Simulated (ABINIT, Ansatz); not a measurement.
Entries from a set of simulations; values are calculated unless marked as measured.

```xyz
10
Lattice="2.380 1.374 4.332 -2.380 1.374 4.332 0.000 -2.748 4.332" Properties=species:S:1:pos:R:3 pbc="T T T" subject="A GW chain in ABINIT: Al2O3 (Corundum)" method="RPA screening on PBE, plane waves, norm-conserving pseudopotentials (and 2 further levels or steps)" program="ABINIT 10.8.3" settings="cutoff 36 Ha, PseudoDojo scalar-relativistic 0.4.1 standard, norm-conserving, ngkpt (2, 2, 2), nband 65, ecuteps 3.6 Ha, inclvkb 2, shiftk (0, 0, 0), symchi 1, awtr 1, frequency ppm, 2×2×2 k-mesh" cost="4 runs, 1.9 min in all on 4 MPI ranks of Arm Neoverse V1, shared host" notes="The cell and positions come from the Crystallography Open Database and are kept as given unless a step says otherwise. The 2×2×2 mesh is coarse for this cell, which bears on the long-range parts of exchange and screening." pbe_gap="6.27 eV, direct" g0w0_gap_on_the_mesh="8.44 eV" gw_settings="2×2×2 mesh, 65 bands, screening to 98 eV, Godby-Needs plasmon pole" known_limits="short of the basis limit; coarse k mesh"
Al    0.000    0.000    4.577
Al    0.000    0.000    1.921
Al    0.000    0.000    8.419
Al    0.000    0.000   11.074
O    -0.920    1.374    7.581
O    -0.730   -1.484    7.581
O     1.650    0.110    7.581
O     0.920   -1.374    5.415
O     0.730    1.484    5.415
O    -1.650   -0.110    5.415
```

[Long decimals in the printed logs are rounded to 6 places.]

[Logs are printed without paths, hosts, clocks, repeated set-up lines and the standing remarks that a program may print on its own settings, such as how far it seeks lower states.]

[Paths, hosts, dates, memory and timing lines, banners, echoed tables and standing remarks are left out of the program output; an Ansatz launch command may be rebuilt from the run's recorded settings. Measured values are a selection of at most five: reports struck by readers or far from the other reports are left out. None is set beside runs whose start may be inverted or whose files or cutoffs have a known fault.]

[Runs of the session that timed out or met a known fault of the program may be left out.]

[Hosts, paths, dates, database ids (printed as entryN), source tags and the programs' standing remarks are cut or masked in the printed files.]

[G0W0 gaps are taken among the corrected bands and points alone; a level outside them can change the order at an edge.]

[Where Ansatz stands beside ABINIT at settings called matched, ABINIT's density can come from a denser mesh and the files from another edition; pairs whose starting gaps differed by over 0.03 eV were left out, so agreement reads better than it is.]
